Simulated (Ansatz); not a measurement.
# C (Fd-3m, 2 atoms in the cell) under biaxial strain in the (111) plane, part 2 of 2

Aim: how do the optical modes of C (Fd-3m, 2 atoms in the cell) shift and split under this strain?

Ansatz 0.2.0; DFT LDA, scalar-relativistic, plane waves, PAW; PAW set soft_1.

So far, mean static dielectric tensor (ions relaxed, fixed cell): step 5 (modes at rest) 5.76.

## 6. Relaxation of a member: biaxial strain of +4 % in the (111) plane

The cell takes a biaxial strain of +4 % in the (111) plane. The strained lengths are held, while the rest of the cell and the atoms relax.

File input.yaml:

```yaml
crystal:
  lattice:
    - [-0.0508560061, 1.7855066109, 1.7855066109]
    - [1.7855066109, -0.0508560061, 1.7855066109]
    - [1.7855066109, 1.7855066109, -0.0508560061]
  atoms:
    - { symbol: C, position: [0.4997764945, 0.4997764945, 0.4997764945] }
    - { symbol: C, position: [0.7502235055, 0.7502235055, 0.7502235055] }
  conventional_axes: [[-1, 1, 0], [0, -1, 1], [1, 1, 1]]
kpoints:
  mp_grid: { grid: [12, 12, 12] }
hamiltonian:
  xc: lda
  pseudopotentials: { kind: paw, azcp: { folder: soft_1 }, xc_functional: pbe }
scf:
  occupations: { method: fixed }
output:
  forces: true
  stress: true
  eigenvalues: true
relax:
  adjacent_minimum: "off"
  f_tol: 0.001
  max_steps: 60
  cell: { stress_tol: 0.01, fix: [a, b, gamma] }
```

Launch:

```bash
$ ansatz run input.yaml --threads 4 --pin off --max-ram 10240MiB --backend cpu --events-out ev --progress --plain --runs-dir out
```

Numbers of over 12 decimals in the logs are rounded to 6 here.

The program printed:

```text
[...]
Crystal: 2 atoms, lattice volume = 11.871 Å³
Basis set: ecut = 420 eV, 253 PW (Γ)
Bands: 8, of which v1, the nominal top of the filled ones, is band 4 counted from 1 (3 counted from 0)
Symmetry: 12 space group operations
[...]
k-points: 189 of 1728
[...]
--- Band table (eV; the first three rows and the last of 189) ---
[...]
--- Relaxed structure (6 steps of the walk, 6 accepted, 2 SCFs on fresh bases) ---
[...]
cell:  # Å, volume = 11.8593 Å³
    - [-0.051994, 1.784369, 1.784369]
    - [1.784369, -0.051994, 1.784369]
    - [1.784369, 1.784369, -0.051994]
  atoms:
    - { symbol: C, position: [0.499746, 0.499746, 0.499746] }
    - { symbol: C, position: [0.750254, 0.750254, 0.750254] }
[key lines of the parts left out:]
SCF converged after 4 iterations
Free energy (F): -485.858597 eV
Fermi energy:    12.301769 eV
P = ⅓ Tr σ = -29.3801 GPa (-293.801 kbar)
```

The job ended after 4.7 s (4 threads of Arm Neoverse N1, shared host; peak memory 0.27 GiB).

Little changed from the start: no atom moved by 0.005 Å and no cell edge by 0.1 %.

This step gave:

| Property | Result |
| --- | --- |
| pressure | -29.38 GPa |
| gap on the k-mesh | 3.937 eV |
| volume per atom | 5.930 Å³ |

The largest force component left is 0.25 meV/Å.

## 7. Modes of this member: biaxial strain of +4 % in the (111) plane

The zone-centre modes follow for biaxial strain of +4 % in the (111) plane, with the response to a field.

input.yaml, the sections that differ from step 6:

```yaml
crystal:
  lattice:
    - [-0.0519935069, 1.7843691101, 1.7843691101]
    - [1.7843691101, -0.0519935069, 1.7843691101]
    - [1.7843691101, 1.7843691101, -0.0519935069]
  atoms:
    - { symbol: C, position: [0.4997464188, 0.4997464188, 0.4997464188] }
    - { symbol: C, position: [0.7502535812, 0.7502535812, 0.7502535812] }
output:
  eigenvalues: true
phonons:
  method: dfpt
  dielectric: true
  rigid_motions: translations
# kpoints, hamiltonian, scf: as in step 6
# relax: removed
```

The program printed:

```text
[...]
Crystal: 2 atoms, lattice volume = 11.859 Å³
Basis set: ecut = 420 eV, 253 PW (Γ), exchange–correlation on 40×40×40 points (8 copies of the dense FFT grid, shifted against one another)
Bands: 8, of which v1, the nominal top of the filled ones, is band 4 counted from 1 (3 counted from 0)
Symmetry: 12 space group operations
k-points: 476 of 1728 (irreducible under 2 space group operations, time reversal used)
[...]
SCF iter   1: F=—  HF=-486.458489 eV  |F-HF|=—  |Δ(HF+E_count)|=         —  Δρ=1.30e-1  dr2=1.42e0  ethr=3.10e-3  ⟨swp⟩=3.8  Hψ=21659  notcnv=0  defer=879
[...]
SCF iter   8: F=-485.858598 eV  HF=-485.858598 eV  |F-HF|=1.48e-12  |Δ(HF+E_count)|=  1.59e-10  Δρ=2.91e-7  dr2=3.01e-12  ethr=1.25e-12  ⟨swp⟩=7.1  Hψ=20048  notcnv=0
SCF 1 converged in 8 iterations: F = -485.858598 eV  dr2 = 3.01e-12
[...]
Bands: 5, of which v1, the nominal top of the filled ones, is band 4 counted from 1 (3 counted from 0)
k-points: 182 of 1728
[...]
Eigensolver: Dense (182 Hₖ)
SCF iter   1: F=—  HF=-485.861603 eV  |F-HF|=—  |Δ(HF+E_count)|=         —  Δρ=5.48e-4  dr2=4.25e-6  ethr=1.00e-1
[...]
SCF iter   3: F=-485.861606 eV  HF=-485.861606 eV  |F-HF|=1.29e-9  |Δ(HF+E_count)|=   7.85e-7  Δρ=9.83e-6  dr2=1.50e-9  ethr=1.24e-8
SCF 1 converged in 3 iterations: F = -485.861606 eV  dr2 = 1.50e-9
[...]
SCF converged after 8 iterations
Free energy (F): -485.858598 eV
[...]
Internal energy: -485.858598 eV  (E = F + TS)
E sigma→0 (E₀):  -485.858598 eV
Fermi energy:    12.301769 eV
[...]
--- Band table (eV; the first three rows and the last of 476) ---
[...]
ASR residual: 1.259e-4 → 0.000e0 eV/Å²; symmetrization residual: 4.263e-14 eV/Å²
  ASR residual per site (eV/Å²): 1.26e-4 1.26e-4
  Γ frequencies (cm⁻¹): 0.00 0.00 0.00 1185.32 1185.32 1304.93
  ε∞ (high-frequency dielectric tensor):
        5.923660    -0.159308    -0.159308
       -0.159308     5.923660    -0.159308
       -0.159308    -0.159308     5.923660
  ε⁰ (static dielectric tensor: ions relaxed, cell fixed):
        5.923660    -0.159308    -0.159308
       -0.159308     5.923660    -0.159308
       -0.159308    -0.159308     5.923660
  ε⁰ − ε∞ (ionic part):
        0.000000    -0.000000    -0.000000
       -0.000000     0.000000    -0.000000
       -0.000000    -0.000000     0.000000
[...]
Born effective charges Z* (e; rows j = field, columns β = displacement):
    site 0:
         0.00000    0.00000    0.00000
         0.00000    0.00000   -0.00000
        -0.00000   -0.00000    0.00000
    site 1:
         0.00000   -0.00000   -0.00000
        -0.00000    0.00000    0.00000
         0.00000    0.00000    0.00000
  Z* charge neutrality: 5.666e-4 e pre-enforcement
[...]
optical modes at Γ without the LO–TO term, one row a degenerate level:
      ω (cm⁻¹)  modes    IR ((D/Å)²/amu)
       1185.32      2             0.0000
       1304.93      1             0.0000
  optical modes at Γ + LO–TO along q̂ = [1.0000, 0.0000, 0.0000]:
      ω (cm⁻¹)  modes    IR ((D/Å)²/amu)
       1185.32      2             0.0000
       1304.93      1             0.0000
  optical modes at Γ + LO–TO along q̂ = [0.0000, 1.0000, 0.0000]:
      ω (cm⁻¹)  modes    IR ((D/Å)²/amu)
       1185.32      2             0.0000
       1304.93      1             0.0000
  optical modes at Γ + LO–TO along q̂ = [0.0000, 0.0000, 1.0000]:
      ω (cm⁻¹)  modes    IR ((D/Å)²/amu)
       1185.32      2             0.0000
       1304.93      1             0.0000
```

It took 12 s on 4 threads; peak memory 0.48 GiB.

This step gave:

```yaml
sum_rule_residual_before_enforcement: 1.26e-4 eV/Å²
miss_of_the_charge_sum_rule: 5.67e-4 e
estimated_error_of_the_dielectric_tensor: 0.01601
estimated_error_of_the_born_charges: 0.004425 e
point_group: -3m
highest_optical_mode_at_the_zone_centre_no_lo_to_term: 1305 cm⁻¹
lowest_optical_zone_centre_mode: 1185 cm⁻¹
mean_high_frequency_dielectric_constant: 5.924
mean_static_dielectric_constant: 5.924
top_of_the_zone_centre_spectrum_with_the_field: 1305 cm⁻¹
```

Patterns of degenerate modes are one choice out of their space. Modes at Γ:

```
mode  frequency (cm⁻¹)  symmetry
   1               0.0  acoustic
   2               0.0  acoustic
   3               0.0  acoustic
   4            1185.3        Eg
   5            1185.3        Eg
   6            1304.9       A1g
```

Displacements in mode 5 (1185.3 cm⁻¹), the largest set to 1:
```
C1  -1.00  0.50  0.50
C2   1.00 -0.50 -0.50
```

Displacements in mode 6 (1304.9 cm⁻¹), the largest set to 1:
```
C1   1.00  1.00  1.00
C2  -1.00 -1.00 -1.00
```

The lowest optical mode is real, 1185 cm⁻¹, and the highest lies at 1304.9 cm⁻¹.

Between step 5 and this run (strain 4 %) the value for the mean static dielectric tensor (ions relaxed, fixed cell) moves from 5.76 to 5.92 (+3 %).

## 8. A member of the series: biaxial strain of -4 % in the (111) plane

The cell takes a biaxial strain of -4 % in the (111) plane. The strained lengths are held, while the rest of the cell and the atoms relax.

input.yaml, the sections that differ from step 7:

```yaml
crystal:
  lattice:
    - [0.0514039236, 1.7465078779, 1.7465078779]
    - [1.7465078779, 0.0514039236, 1.7465078779]
    - [1.7465078779, 1.7465078779, 0.0514039236]
  atoms:
    - { symbol: C, position: [0.5004603581, 0.5004603581, 0.5004603581] }
    - { symbol: C, position: [0.7495396419, 0.7495396419, 0.7495396419] }
  conventional_axes: [[-1, 1, 0], [0, -1, 1], [1, 1, 1]]
output:
  forces: true
  stress: true
  eigenvalues: true
relax:
  adjacent_minimum: "off"
  f_tol: 0.001
  max_steps: 60
  cell: { stress_tol: 0.01, fix: [a, b, gamma] }
# kpoints, hamiltonian, scf: as in step 7
# phonons: removed
```

The program printed:

```text
[...]
Crystal: 2 atoms, lattice volume = 10.184 Å³
Basis set: ecut = 420 eV, 181 PW (Γ)
Bands: 8, of which v1, the nominal top of the filled ones, is band 4 counted from 1 (3 counted from 0)
Symmetry: 12 space group operations
[...]
k-points: 189 of 1728
[...]
--- Band table (eV; the first three rows and the last of 189) ---
[...]
--- Relaxed structure (6 steps of the walk, 6 accepted, 2 SCFs on fresh bases) ---
[...]
cell:  # Å, volume = 10.1979 Å³
    - [0.052962, 1.748066, 1.748066]
    - [1.748066, 0.052962, 1.748066]
    - [1.748066, 1.748066, 0.052962]
  atoms:
    - { symbol: C, position: [0.500673, 0.500673, 0.500673] }
    - { symbol: C, position: [0.749327, 0.749327, 0.749327] }
[key lines of the parts left out:]
SCF converged after 4 iterations
Free energy (F): -485.830386 eV
Fermi energy:    15.215820 eV
P = ⅓ Tr σ = 42.1722 GPa (421.722 kbar)
```

Run time: 5 s. Hardware: 4 threads; peak memory 0.27 GiB.

The steps of the relaxation:

```
step  energy less that of the first step (eV)  largest force component (eV/Å)  pressure (GPa)  volume (Å³)
   1                                   0.0000                          0.0591           43.03        10.18
   2                                  -0.0001                          0.0224           42.24        10.20
   3                                  -0.0001                          0.0053           42.12        10.20
   4                                  -0.0001                          0.0004           42.18        10.20
   5                                  -0.0001                          0.0002           42.19        10.20
  6*                                  -0.0002                          0.0002           42.20        10.20
   7                                  -0.0002                          0.0001           42.17        10.20
  8*                                  -0.0002                          0.0001           42.17        10.20
```

Relaxation steps marked * repeat the geometry before them on a plane-wave basis chosen anew for their cell, so energy and pressure can jump there.

Forces are held to the 12 operations that the run works with; a distortion that breaks them can't arise in this run.

```
conventional cell, symmetrised  before  after  change
                         a (Å)   2.397  2.397  +0.0 %
                         b (Å)   2.397  2.397  +0.0 %
                         c (Å)   6.139  6.147  +0.1 %
              volume (Å³/atom)    5.09   5.10  +0.1 %
```

The relaxed structure:

```xyz
2
Lattice="0.0530 1.7481 1.7481 1.7481 0.0530 1.7481 1.7481 1.7481 0.0530" Properties=species:S:1:pos:R:3 pbc="T T T"
C     1.7769    1.7769    1.7769
C     2.6594    2.6594    2.6594
```

This step gave:

| Quantity | Value |
| --- | --- |
| pressure | 42.17 GPa |
| gap on the k-mesh | 4.111 eV |
| volume per atom | 5.099 Å³ |

The largest force component left is 0.068 meV/Å.

## 9. Zone-centre modes of the member: biaxial strain of -4 % in the (111) plane

The zone-centre modes follow for biaxial strain of -4 % in the (111) plane, with the response to a field.

input.yaml, the sections that differ from step 8:

```yaml
crystal:
  lattice:
    - [0.0529620311, 1.7480659854, 1.7480659854]
    - [1.7480659854, 0.0529620311, 1.7480659854]
    - [1.7480659854, 1.7480659854, 0.0529620311]
  atoms:
    - { symbol: C, position: [0.5006729346, 0.5006729346, 0.5006729346] }
    - { symbol: C, position: [0.7493270654, 0.7493270654, 0.7493270654] }
output:
  eigenvalues: true
phonons:
  method: dfpt
  dielectric: true
  rigid_motions: translations
# kpoints, hamiltonian, scf: as in step 8
# relax: removed
```

The program printed:

```text
[...]
Crystal: 2 atoms, lattice volume = 10.198 Å³
Basis set: ecut = 420 eV, 181 PW (Γ), exchange–correlation on 40×40×40 points (8 copies of the dense FFT grid, shifted against one another)
Bands: 8, of which v1, the nominal top of the filled ones, is band 4 counted from 1 (3 counted from 0)
Symmetry: 12 space group operations
k-points: 476 of 1728 (irreducible under 2 space group operations, time reversal used)
[...]
optical modes at Γ + LO–TO along q̂ = [1.0000, 0.0000, 0.0000]:
      ω (cm⁻¹)  modes    IR ((D/Å)²/amu)
[...]
optical modes at Γ + LO–TO along q̂ = [0.0000, 1.0000, 0.0000]:
      ω (cm⁻¹)  modes    IR ((D/Å)²/amu)
       1353.84      1             0.0000
       1464.68      2             0.0000
  optical modes at Γ + LO–TO along q̂ = [0.0000, 0.0000, 1.0000]:
      ω (cm⁻¹)  modes    IR ((D/Å)²/amu)
       1353.84      1             0.0000
       1464.68      2             0.0000
[key lines of the parts left out:]
SCF converged after 7 iterations
Free energy (F): -485.830387 eV
Fermi energy:    15.215820 eV
```

The job ended after 13 s (4 threads; peak memory 0.46 GiB).

This step gave:

```
sum-rule residual before enforcement                    : 1.32e-4 eV/Å²
miss of the charge sum rule                             : 2.24e-4 e
estimated error of the dielectric tensor                : 0.01467
estimated error of the Born charges                     : 0.004168 e
highest optical mode at the zone centre (no LO-TO term) : 1465 cm⁻¹
lowest optical zone-centre mode                         : 1354 cm⁻¹
mean high-frequency dielectric constant                 : 5.710
mean static dielectric constant                         : 5.710
top of the zone-centre spectrum with the field          : 1465 cm⁻¹
```

Patterns of degenerate modes are one choice out of their space. Modes at Γ:

```
mode  frequency (cm⁻¹)  symmetry
   1               0.0  acoustic
   2               0.0  acoustic
   3               0.0  acoustic
   4            1353.8       A1g
   5            1464.7        Eg
   6            1464.7        Eg
```

The lowest optical mode is real, 1354 cm⁻¹, and the highest lies at 1464.7 cm⁻¹.

## 10. All members side by side

The members are set side by side, also those not shown above.

Stress is positive in compression; energies are extrapolated to zero smearing, and E0 is that at rest; the axis is the normal of the plane; the edges not held and the atoms are relaxed in each cell. State of the crystal along the series:

```
strain (%)  in-plane stress (GPa)  free strain along [111] (%)  E - E0 (meV/atom)  gap on mesh (eV)  ε∞ along the axis  ε∞ across the axis, mean
        -4                  63.26                       0.4991              80.05             4.111              6.013                     5.558
        -3                  45.38                       0.3668              43.93             4.197              5.945                     5.599
        -2                  28.92                       0.2389              19.09              4.24               5.88                     5.647
        -1                  13.82                       0.1174              4.646             4.229              5.819                     5.702
         0              -0.008565                            0                  0             4.202              5.764                     5.764
         1                 -12.64                      -0.1126              4.427             4.131              5.715                     5.833
         2                 -24.15                      -0.2193              17.34              4.07              5.671                     5.909
         3                  -34.6                      -0.3202              38.01             4.017              5.635                     5.992
         4                 -44.07                      -0.4169              65.94             3.937              5.605                     6.083
```

Optical modes are counted from below at rest and tracked from member to member by their patterns, and modes that stay within 0.3 cm⁻¹ of each other stand once; labels, where given, are those at rest; the edges not held and the atoms are relaxed in each cell. Optical modes along the series:

```
strain (%)  optical mode 1 T2g, doublet (cm⁻¹)  optical mode 2 T2g, singlet (cm⁻¹)
        -4                                1465                                1354
        -3                                1429                                1344
        -2                                1393                                1336
        -1                                1358                                1329
         0                                1323                                1323
         1                                1288                                1317
         2                                1253                                1313
         3                                1219                                1309
         4                                1185                                1305
```

Value and slope at zero strain of a cubic (a lower polynomial where under five rows exist) through the rows within 2 % of rest. Slopes at rest:

```
                       mode  frequency (cm⁻¹)  shift per percent of strain (cm⁻¹)  shift per GPa of compressive stress (cm⁻¹)
optical mode 1 T2g, doublet              1323                              -35.11                                        2.66
optical mode 2 T2g, singlet              1323                               -5.73                                        0.43
```

## 11. Outcome

* members: 9
* highest optical mode at the zone centre (no LO-TO term), at rest: 1323 cm⁻¹
* biaxial modulus in the (111) plane: 1322 GPa
* optical mode 1 T2g, doublet, shift per percent: -35.11 cm⁻¹
* optical mode 2 T2g, singlet, shift per percent: -5.73 cm⁻¹

In words: The stress changes by 13.22 GPa for each percent, a biaxial modulus of 1322 GPa in the (111) plane. For each percent the free edge responds with -0.12 %. The strain lowers the symmetry: the level at 1322.6 cm⁻¹ splits, into 1464.7 and 1353.8 cm⁻¹ at -4 %. The fastest shift in the table of slopes is -35.1 cm⁻¹ for each percent (optical mode 1 T2g, doublet), or 2.7 cm⁻¹ for each GPa of compressive stress. For small strain, the measured shift of a line that Raman or infrared light can see, divided by its slope, estimates the stress, if the state of stress is of this kind. These are harmonic frequencies at zero temperature: anharmonic shifts, linewidths and thermal expansion are left out. The PAW files were made for PBE; the program adapts parts of them to the functional of the run, but their partial waves stay those of PBE, an approximation that was not tested in this session. Only the zone centre was solved, so an instability at another wavevector cannot show here.

[Logs are printed without paths, hosts, clocks, repeated set-up lines and the standing remarks that a program may print on its own settings, such as how far it seeks lower states.]

[Hosts, paths, dates, database ids (printed as entryN), source tags and the programs' standing remarks are cut or masked in the printed files.]
